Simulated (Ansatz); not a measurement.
# MoSeS monolayer, Janus: from the cell to its phonons, part 2 of 3

How does MoSeS monolayer, Janus vibrate, and is this structure a minimum?

Ansatz 0.2.0; DFT PBEsol, scalar-relativistic, plane waves, PAW; PAW set soft_1.

So far. Step 4 (Relaxing to small forces for the phonons): The largest force component left is 0.14 meV/Å, within the tolerances set.

**5. Zone-centre response**

The zone centre comes first: it holds the modes that light can see, as far as symmetry allows. The response to a homogeneous field gives the Born charges and the dielectric tensor, and its change with displacement the Raman tensors.

Input file input.yaml:

```yaml
crystal:
  lattice:
    - [3.2031080927, 0.0, 0.0]
    - [-1.6015540463, 2.7739729793, 0.0]
    - [0.0, 0.0, 30.4]
  atoms:
    - { symbol: Mo, position: [0.3333333333, 0.6666666667, 0.3297455868] }
    - { symbol: S, position: [0.6666666667, 0.3333333333, 0.3798939077] }
    - { symbol: Se, position: [0.6666666667, 0.3333333333, 0.2739131371] }
  periodic: [true, true, false]
kpoints:
  mp_grid: { grid: [12, 12, 1] }
hamiltonian:
  xc: pbesol
  pseudopotentials: { kind: paw, azcp: { folder: soft_1 }, xc_functional: pbe }
scf:
  occupations: { method: fixed }
output:
  eigenvalues: true
phonons:
  method: dfpt
  dielectric: true
  raman: true
```

Run with:

```console
$ ansatz run input.yaml --threads 8 --pin off --max-ram 16384MiB --backend cpu --events-out ev --progress --plain --runs-dir out
```

Numbers of over 12 decimals in the logs are rounded to 6 here.

The program printed:

```text
Warning: phonons.dielectric: true without phonons.rigid_motions: the static dielectric tensor ε⁰ will be withheld (ε∞, Z* and the rows of modes are given); for a crystal or a slab, whose only rigid motions are the translations, set phonons.rigid_motions: translations
[...]
Crystal: 3 atoms, lattice volume = 270.114 Å³
Basis set: ecut = 420 eV, 5333 PW (Γ), exchange–correlation on 48×48×432 points (8 copies of the dense FFT grid, shifted against one another)
Bands: 22, of which v1, the nominal top of the filled ones, is band 18 counted from 1 (17 counted from 0)
Symmetry: 6 space group operations
k-points: 43 of 144 (irreducible under 2 space group operations, time reversal used)
[...]
SCF iter   1: F=—  HF=-11210.337870 eV  |F-HF|=—  |Δ(HF+E_count)|=         —  Δρ=3.56e-2  dr2=5.09e0  ethr=3.10e-3  ⟨swp⟩=7.3  Hψ=5463  notcnv=0  defer=69
[...]
SCF iter  13: F=-11209.085000 eV  HF=-11209.085000 eV  |F-HF|=8.59e-10  |Δ(HF+E_count)|=  8.40e-10  Δρ=1.23e-7  dr2=4.87e-11  ethr=1.00e-12  ⟨swp⟩=19.5  Hψ=10559  notcnv=0
SCF 1 converged in 13 iterations: F = -11209.085000 eV  dr2 = 4.87e-11
[...]
DFPT response loops at Γ: preconditioner auto → none (the input reference at scf.mixing.eps_inf says where Resta's filter doesn't serve); β = 0.50; Broyden in place of MSR1
── the response to a field inside a basis, on 18×18×2 k-points: an SCF that follows is theirs, and a resumed run solves both again ──
Bands: 19, of which v1, the nominal top of the filled ones, is band 18 counted from 1 (17 counted from 0)
k-points: 171
[...]
Eigensolver: Dense (171 Hₖ)
SCF iter   1: F=—  HF=-11209.076834 eV  |F-HF|=—  |Δ(HF+E_count)|=         —  Δρ=8.24e-5  dr2=3.92e-6  ethr=1.00e-1
[...]
SCF iter   8: F=-11209.076836 eV  HF=-11209.076836 eV  |F-HF|=4.91e-11  |Δ(HF+E_count)|=  9.82e-11  Δρ=5.43e-8  dr2=1.76e-11  ethr=1.00e-12
SCF 1 converged in 8 iterations: F = -11209.076836 eV  dr2 = 1.76e-11
[...]
SCF converged after 13 iterations
Free energy (F): -11209.085000 eV
[...]
Internal energy: -11209.085000 eV  (E = F + TS)
E sigma→0 (E₀):  -11209.085000 eV
Fermi energy:    -5.682106 eV
[...]
--- Band table (eV; the first three rows and the last of 43) ---
  k-point 0: bands = [... 14 lower, -7.6710, -6.8370, -6.8370, -5.7537, -2.7259, -2.7259, -2.3634, -2.3634]
  k-point 1: bands = [... 14 lower, -7.8790, -6.9794, -6.7582, -5.7783, -2.9218, -2.7844, -2.6290, -2.4370]
  k-point 2: bands = [... 14 lower, -7.9093, -7.2193, -6.8087, -5.9646, -3.4825, -3.0086, -2.8858, -2.1378]
  k-point 42: bands = [... 14 lower, -8.9255, -8.5902, -7.3184, -6.1172, -3.6222, -2.9376, -2.6459, -1.1525]
--- Phonons (Γ-DFPT): 6 representative perturbations + reference, on 43 of 144 k-points (Σ response iterations 28) ---
  k mesh reduced under 2 symmetry operations, with k and −k counted as one. Each operation leaves every solved perturbation unchanged. A smaller set is not considered because the run solves the response to a homogeneous field
  ASR residual: 8.067e-5 → 0.000e0 eV/Å²; symmetrization residual: 9.157e-6 eV/Å²
  ASR residual per site (eV/Å²): 8.07e-5 6.71e-5 7.49e-5
  Γ frequencies (cm⁻¹): 0.00 0.00 0.00 207.01 207.01 291.04 354.79 354.79 442.09
  ε∞ (high-frequency dielectric tensor):
        4.045355     0.000000     0.000000
       -0.000000     4.045355    -0.000000
        0.000000    -0.000000     1.175618
  α∞ (the layer's polarisability for a field applied outside it; Å, Gaussian; ε∞ is over the cell's 30.400 Å):
        7.367186     0.000000     0.000000
       -0.000000     7.367186    -0.000000
        0.000000    -0.000000     0.424846
  ε⁰ (static dielectric tensor): not given — the deck does not say what the cell's rigid motions are, and on a molecule in a box or a wire the rigid rotations would enter the sum over the modes at Γ. For a crystal or a slab, whose only rigid motions are the translations, set phonons.rigid_motions: translations.
  Born effective charges Z* (e; rows j = field, columns β = displacement):
    site 0:
        -1.52374   -0.00000    0.00000
        -0.00000   -1.52374   -0.00000
         0.00000   -0.00000   -0.08910
    site 1:
         0.50169    0.00000   -0.00000
         0.00000    0.50169    0.00000
        -0.00000    0.00000    0.03918
    site 2:
         1.02205    0.00000    0.00000
         0.00000    1.02205   -0.00000
         0.00000   -0.00000    0.04992
  Z* charge neutrality: 1.520e-3 e pre-enforcement
  solved inside a basis spanned on kpoints, on 18×18×2 k-points transformed towards the longest dipole: ε∞ is read to err by 1.6e-2, Z* by 1.7e-2 e (field_mesh: kpoints solves on kpoints); Z* is corrected for what the basis lacks
  Raman tensors (in the event stream and the table raman_tensors.tsv): an entry may err by 2.2e-1 Å², one of the second-order susceptibility by 5.8e-2 pm/V (basis, points and sum rule); their sum over the sites missed zero by 5.201e-4 Å² ahead of its enforcement
  optical modes at Γ without the LO–TO term, one row a degenerate level:
      ω (cm⁻¹)  modes    IR ((D/Å)²/amu)  static Raman (Å⁴/amu)  depolarisation
        207.01      2             0.4715                 2.5045           0.750
        291.04      1             0.0007               245.0717           0.113
        354.79      2             1.6176               212.1976           0.750
        442.09      1             0.0031                36.6028           0.145
```

Wall time 7.1 min (8 threads of Arm Neoverse V1, shared host); peak memory 4.4 GiB.

This step gave:

```
sum-rule residual before enforcement                    : 8.07e-5 eV/Å²
miss of the charge sum rule                             : 0.001520 e
estimated error of the dielectric tensor                : 0.01583
estimated error of the Born charges                     : 0.01728 e
point group                                             : 3m
highest optical mode at the zone centre (no LO-TO term) : 442.1 cm⁻¹
lowest optical zone-centre mode                         : 207.0 cm⁻¹
largest Born charge (third of the trace)                : -1.046 e
```

Without the LO-TO term. Patterns of degenerate modes are one choice out of their space. The modes at Γ (shares of kinetic energy by element, %):

```csv
mode,frequency (cm⁻¹),symmetry,Mo %,S %,Se %
1,0.0,acoustic,46,15,38
2,0.0,acoustic,46,15,38
3,0.0,acoustic,46,15,38
4,207.0,E,15,27,58
5,207.0,E,15,27,58
6,291.0,A1,20,20,60
7,354.8,E,39,57,4
8,354.8,E,39,57,4
9,442.1,A1,34,65,2
```

Displacements in mode 4 (207.0 cm⁻¹), the largest set to 1:
```
Mo1 -0.01 -0.43  0.00
S2  -0.01 -1.00  0.00
Se3  0.01  0.92  0.00
```

Displacements in mode 9 (442.1 cm⁻¹), the largest set to 1:
```
Mo1  0.00  0.00 -0.42
S2   0.00  0.00  1.00
Se3  0.00  0.00  0.10
```

High-frequency dielectric tensor, averaged over the cell of height 30.4 Å or as lengthened by the program, vacuum included. Tensor:

```
       x      y      z
x  4.045      0      0
y      0  4.045      0
z      0      0  1.176
```

Born charge (rows field, columns displacement) (e), principal values of the symmetric part by kind of site:

```
atom  atoms with these values    low  middle   high   mean
 Mo1                        1  -1.52   -1.52  -0.09  -1.05
  S2                        1   0.04    0.50   0.50   0.35
 Se3                        1   0.05    1.02   1.02   0.70
```

In full for S2:

```
0.50 0.00 0.00
0.00 0.50 0.00
0.00 0.00 0.04
```

Transverse modes. Infrared lines, with heights relative to the strongest:

| position (cm⁻¹) | label | relative intensity |
| --- | --- | --- |
| 207 | E | 29 |
| 291 | A1 | 0.0 |
| 355 | E | 100 |
| 442 | A1 | 0.2 |

Activity x (w_L - w)^4 (n + 1)/w, 532 nm, 300 K; the tensors are static ones, while 532 nm light lies above the computed direct gap, where resonance would change the heights. Lines of the Raman spectrum (strongest = 100):

```
position (cm⁻¹)  label  relative intensity
            207      E                 1.8
            291     A1                 100
            355      E                  64
            442     A1                 8.1
```

Before it was imposed, the acoustic sum rule was missed by 8.1e-5 eV/Å² and the charge sum rule by 0.0015 e. Small misses are needed for a sound result but don't prove that mesh and cutoff are converged. The lowest optical mode is real, 207 cm⁻¹.

**6. The dispersion**

Stability and thermal properties need the whole zone. Linear response on a 6×6×1 q mesh gives force constants as far as a supercell of that size would, and the tensors from the zone-centre run are typed in so that the long-range dipole term is interpolated apart.

input.yaml, the sections that differ from step 5:

```yaml
phonons:
  method: dfpt
  qmesh: [6, 6, 1]
  temperatures: { t_max: 1000, t_step: 50 }
  qpath:
    path:
      - [0.0, 0.0, 0.0]
      - [0.5, 0.0, 0.0]
      - [0.33333333, 0.33333333, 0.0]
      - [0.0, 0.0, 0.0]
    npoints: 10
  isolated: true
  non_analytic_term:
    high_frequency_dielectric_tensor: [[4.0454, 0.0, 0.0], [0.0, 4.0454, 0.0], [0.0, 0.0, 1.1756]]
    born_effective_charges:
      - { species: Mo, tensor: [[-1.5237, 0.0, 0.0], [0.0, -1.5237, 0.0], [0.0, 0.0, -0.0891]] }
      - { species: S, tensor: [[0.5017, 0.0, 0.0], [0.0, 0.5017, 0.0], [0.0, 0.0, 0.0392]] }
      - { species: Se, tensor: [[1.0221, 0.0, 0.0], [0.0, 1.0221, 0.0], [0.0, 0.0, 0.0499]] }
    source: "zone-centre run at this cell"
# crystal, kpoints, hamiltonian, scf, output: as in step 5
```

The program printed:

```text
Warning: phonons: the dynamical matrix that this run interpolates holds no multipole term above the dipole-dipole one, and a site of this crystal is no centre of inversion, so its interpolated transverse optical and acoustic branches and sound speeds can stay off near Gamma, and the density of states and the thermodynamics with them. What a run solves at a wave vector of phonons.qpoints, Gamma apart, where the deck admits one, is free of this, and under fd what a larger phonons.supercell samples
[...]
Crystal: 3 atoms, lattice volume = 270.114 Å³
Basis set: ecut = 420 eV, 5333 PW (Γ), exchange–correlation on 48×48×432 points (8 copies of the dense FFT grid, shifted against one another)
Bands: 22, of which v1, the nominal top of the filled ones, is band 18 counted from 1 (17 counted from 0)
Symmetry: 6 space group operations
k-points: 19 of 144 (time reversal used)
[...]
SCF iter   1: F=—  HF=-11210.338979 eV  |F-HF|=—  |Δ(HF+E_count)|=         —  Δρ=3.56e-2  dr2=5.10e0  ethr=3.10e-3  ⟨swp⟩=7.5  Hψ=2454  notcnv=0  defer=30
[...]
SCF iter  16: F=-11209.085000 eV  HF=-11209.085000 eV  |F-HF|=5.09e-11  |Δ(HF+E_count)|=  5.64e-11  Δρ=1.56e-8  dr2=7.16e-13  ethr=1.00e-12  ⟨swp⟩=17.6  Hψ=3702  notcnv=0
SCF 1 converged in 16 iterations: F = -11209.085000 eV  dr2 = 7.16e-13
[...]
NSCF: frozen V_eff on 19 k-points
[...]
DFPT response loops at q = (0, 0, 0) (fractional): preconditioner auto → none (the input reference at scf.mixing.eps_inf says where Resta's filter doesn't serve); β = 0.50; Broyden in place of MSR1
[...]
SCF converged after 16 iterations
Free energy (F): -11209.085000 eV
[...]
Internal energy: -11209.085000 eV  (E = F + TS)
E sigma→0 (E₀):  -11209.085000 eV
Fermi energy:    -5.682096 eV
[...]
--- Band table (eV; the first three rows and the last of 19) ---
  k-point 0: bands = [... 14 lower, -7.6710, -6.8370, -6.8370, -5.7536, -2.7259, -2.7259, -2.3634, -2.3634]
  k-point 1: bands = [... 14 lower, -7.8790, -6.9794, -6.7582, -5.7783, -2.9217, -2.7844, -2.6290, -2.4370]
  k-point 2: bands = [... 14 lower, -7.9093, -7.2193, -6.8087, -5.9645, -3.4825, -3.0086, -2.8858, -2.1378]
  k-point 18: bands = [... 14 lower, -9.1592, -8.6497, -7.8154, -5.6821, -3.9806, -2.8377, -2.1956, -0.8111]
--- Phonons (Γ-DFPT): 6 representative perturbations + reference (Σ response iterations 31) ---
  ASR residual: 2.198e-5 → 0.000e0 eV/Å²; symmetrization residual: 8.107e-6 eV/Å²
  ASR residual per site (eV/Å²): 1.87e-5 3.73e-6 2.20e-5
  Γ frequencies (cm⁻¹): 0.00 0.00 0.00 207.01 207.01 291.04 354.79 354.79 442.09
--- Phonons (arbitrary-q DFPT): 7 irreducible q on the 6×6×1 mesh ---
  q = [0.0000, 0.0000, 0.0000] (star 1, of the zone-centre solve; hermiticity 5.57e-7, symmetrization 2.99e-11): -0.00 0.00 0.00 207.01 207.01 291.04 354.79 354.79 442.09
  q = [0.0000, 0.1667, 0.0000] (star 6, 9 solved perturbations on 78 of 144 k-point pairs; hermiticity 8.64e-7, symmetrization 5.64e-10): 39.71 68.11 108.00 213.84 228.46 282.36 353.18 359.12 423.36
[...]
q = [0.1667, 0.1667, 0.0000] (star 6, 6 solved perturbations in 666 linear systems a pass and spin channel, the states on 144 of 144 k-point pairs; hermiticity 5.23e-7, symmetrization 2.36e-10): 89.24 116.54 152.29 227.67 244.06 273.20 350.23 359.55 397.34
[...]
sum rule: each row above includes the acoustic sum rule's correction from the zone centre's row sums; it moved no ω² by more than (0.28 cm⁻¹)²
  mesh force constants: q→R imaginary residual 8.04e-19; ASR residual 2.198e-5 → 0.000e0 eV/Å²; symmetrization residual 1.421e-14 eV/Å²
  interpolated dispersion: 31 rows × 9 modes
  density of states and harmonic sums: on the 24×24×1 q-mesh, interpolated from the force constants of a 6×6×1 supercell (with the dipole–dipole term of supplied tensors)
  largest difference from the sums on the solved wave vectors: F 2.70e-2 eV, S 3.38e-5 and C_V 6.73e-6 eV/K
  zero-point energy: 0.137940 eV/cell   skipped modes (ω ≤ 0): 3   left out of the sums: 5.79e-4 of the cell's modes: C_V's classical limit lies that fraction below 3 k_B per atom; for a crystal, a wire or a layer, F and S can be off by more, and a phonons.interpolated_qmesh denser along its periods is the remedy for the sampling
```

It took 7.1 min on 8 threads; peak memory 2.4 GiB; 55 min of CPU time.

This step gave:

```
sum-rule residual before enforcement                       : 2.20e-5 eV/Å²
lowest frequency on the path                               : 0 cm⁻¹
highest frequency on the path or at a solved wavevector    : 442.1 cm⁻¹
mean frequency                                             : 247.3 cm⁻¹
lowest mode on the q mesh (acoustic modes at Γ apart)      : 39.71 cm⁻¹
zero-point energy per atom                                 : 45.98 meV
heat capacity at 300 K                                     : 21.88 J/(mol atoms K)
vibrational entropy at 300 K                               : 25.35 J/(mol atoms K)
edges of the widest gap between branches, on path and mesh : 291, 342.2 cm⁻¹
```

Frequencies (cm⁻¹) solved at each irreducible wavevector; negative means imaginary. Frequencies by wavevector, by row:

```csv
q in reciprocal lattice units,star,mode 1,mode 2,mode 3,mode 4,mode 5,mode 6,mode 7,mode 8,mode 9
0 0 0,1,0,0,0,207,207,291,354.8,354.8,442.1
0 0.1667 0,6,39.7,68.1,108,213.8,228.5,282.4,353.2,359.1,423.4
0 0.3333 0,6,109.6,111.8,172,226.3,246.5,277,346.3,358.1,391.8
0 -0.5 0,3,124.6,146.8,183.2,232.3,246.4,281.2,342.2,354.1,381.7
0.1667 0.1667 0,6,89.2,116.5,152.3,227.7,244.1,273.2,350.2,359.6,397.3
0.1667 0.3333 0,12,135.4,146.5,171.5,237.8,251.5,273.2,349.2,355.5,374.6
0.3333 0.3333 0,2,148.7,149.9,178,238.7,256.4,273.5,354.3,357.1,358.7
```

Interpolated from a 6×6×1 q mesh, with the LO-TO term (at Γ the limit along the path; where Γ stands inside the path, tables give the limit on arrival). Phonon branches along the path, in cm⁻¹:

| point | branch 1 | branch 2 | branch 3 | branch 4 | branch 5 | branch 6 | branch 7 | branch 8 | branch 9 |
| --- | --- | --- | --- | --- | --- | --- | --- | --- | --- |
| Γ | 0 | 0 | 0 | 207 | 207 | 291 | 355 | 355 | 442 |
| halfway | 75 | 94 | 147 | 220 | 241 | 276 | 350 | 360 | 406 |
| M | 125 | 147 | 183 | 232 | 246 | 281 | 342 | 354 | 382 |
| halfway | 143 | 148 | 175 | 238 | 252 | 274 | 348 | 355 | 372 |
| K | 149 | 150 | 178 | 239 | 256 | 274 | 354 | 357 | 359 |
| halfway | 89 | 116 | 152 | 228 | 244 | 273 | 350 | 360 | 397 |
| Γ | 0 | 0 | 0 | 207 | 207 | 291 | 355 | 355 | 442 |

The phonon branches as a text plot (rows in cm⁻¹):

```
    433 |*******                                           ******
    414 |       ****                                  *****
    396 |           ****                            **
    378 |               *************          *****
    359 |********************************************************
    341 |           *****************             **
    322 |
    304 |
    286 |***********  *************                   ***********
    267 |           **             *******************
    249 |         *************************    *******
    230 |     ****  ***************************************
    212 |***********                                  ***********
    193 |
    175 |             *************************
    157 |           **             *******************
    138 |         **    **************     ****   **  ***
    120 |       **    *********                ***  **
    101 |     **  ****                            **  *****
     83 |       ****                                **   ****
     64 |   ****                                      ***
     46 |   **  **                                       *******
     28 | **  **                                           *****
      9 |*****                                               ****
         Γ                   M           K                      Γ
```

The phonon density of states has structure finer than the step of the table below, so its rows give means over 20 cm⁻¹, whole bins alone (the curve runs from 2.5 to 442 cm⁻¹). Peaks (cm⁻¹: height): 147.5: 0.0442, 172.5: 0.0384, 237.5: 0.0816, 247.5: 0.0846, 277.5: 0.0801, 357.5: 0.165, 382.5: 0.0345.

Tetrahedra on a 24×24×1 mesh, mean over bins of 5 cm-1. Interpolated from a 6×6×1 q mesh. Phonon density of states against wavenumber; means over each step:

wavenumber (cm⁻¹), phonon density of states (1/cm⁻¹/cell) and a bar:
```
       20      0.004 #
       40      0.005 ##
       60      0.007 ###
       80      0.010 ####
      100      0.015 ######
      120      0.026 ##########
      140      0.036 ##############
      160      0.024 #########
      180      0.021 ########
      200      0.003 #
      220      0.026 ##########
      240      0.055 #####################
      260      0.023 #########
      280      0.042 ################
      300      0.001 
      320      0.000 
      340      0.029 ###########
      360      0.077 ##############################
      380      0.023 #########
      400      0.011 ####
      420      0.007 ###
```

The partial phonon density of states has structure finer than the step of the table below, so its rows give means over 10 cm⁻¹, whole bins alone (the curve runs from -10 to 465 cm⁻¹). Peaks (cm⁻¹: height): Mo 145.5: 0.0164, 247.1: 0.0196, 274.0: 0.0215, 354.7: 0.0446; S 247.1: 0.0152, 274.0: 0.0185, 354.7: 0.0849; Se 145.5: 0.0230, 175.4: 0.0218, 238.1: 0.0310, 277.0: 0.0298, 357.7: 0.00417.

Phonopy on the run's constants, 21x21x1 mesh, Gaussian sigma 3.4 cm-1. Interpolated from a 6×6×1 q mesh. Table of partial phonon density of states by wavenumber; means over each step; values in 1/cm⁻¹/cell:

```csv
wavenumber (cm⁻¹),Mo,S,Se
0,7.8e-4,2.6e-4,6.5e-4
10,0.00109,3.8e-4,9.5e-4
20,0.00157,5.6e-4,0.00140
30,0.00186,6.6e-4,0.00168
40,0.00252,9.2e-4,0.00237
50,0.00227,8.3e-4,0.00222
60,0.00341,0.00123,0.00337
70,0.00354,0.00127,0.00372
80,0.00388,0.00137,0.00421
90,0.00504,0.00176,0.00579
100,0.00548,0.00185,0.00680
110,0.00713,0.00230,0.00934
120,0.00956,0.00293,0.0140
130,0.0114,0.00321,0.0173
140,0.0133,0.00340,0.0199
150,0.0144,0.00303,0.0182
160,0.00756,0.00129,0.0102
170,0.00961,0.00171,0.0175
180,0.00793,0.00133,0.0149
190,8.5e-4,1.2e-4,0.00152
200,1.8e-4,3.2e-4,6.5e-4
210,0.00236,0.00387,0.00751
220,0.00509,0.00707,0.0122
230,0.0113,0.0120,0.0211
240,0.0167,0.0132,0.0277
250,0.0143,0.0120,0.0182
260,0.00497,0.00483,0.00586
270,0.0137,0.0114,0.0166
280,0.0146,0.0121,0.0215
290,0.00205,0.00190,0.00466
300,4.9e-5,4.9e-5,1.5e-4
310,0,0,0
320,0,0,0
330,9.2e-5,1.4e-4,6.3e-6
340,0.00770,0.0115,5.1e-4
350,0.0351,0.0593,0.00279
360,0.0281,0.0543,0.00295
370,0.00567,0.0130,4.7e-4
380,0.00795,0.0180,4.0e-4
390,0.00540,0.0117,1.9e-4
400,0.00340,0.00700,9.7e-5
410,0.00266,0.00529,8.2e-5
420,0.00221,0.00430,8.0e-5
430,0.00188,0.00362,7.9e-5
440,0.00111,0.00215,4.7e-5
450,7.5e-5,1.5e-4,2.4e-6
460,0,0,0
```

Harmonic thermodynamic functions per atom, from the density of states. Interpolated from a 6×6×1 q mesh. Thermodynamic functions, by row:

```csv
T (K),F_vib (meV/atom),S (J/mol-atom/K),C_V (J/mol-atom/K)
0,45.98,0,0
100,43.46,6.637,10.63
200,31.08,17.02,18.91
300,8.94,25.35,21.88
400,-20.82,31.83,23.13
500,-56.62,37.07,23.75
600,-97.36,41.43,24.1
700,-142.3,45.16,24.31
800,-190.8,48.42,24.46
900,-242.5,51.31,24.55
1000,-297.1,53.9,24.62
```

Symmetry leaves 7 wavevectors to solve. The lowest mode among them, the acoustic zeros apart, lies at q = (0, 0.167, 0) and is real, 39.7 cm⁻¹.

(Continued in part 3 of 3.)

[Logs are printed without paths, hosts, clocks, repeated set-up lines and the standing remarks that a program may print on its own settings, such as how far it seeks lower states.]

[Hosts, paths, dates, database ids (printed as entryN), source tags and the programs' standing remarks are cut or masked in the printed files.]
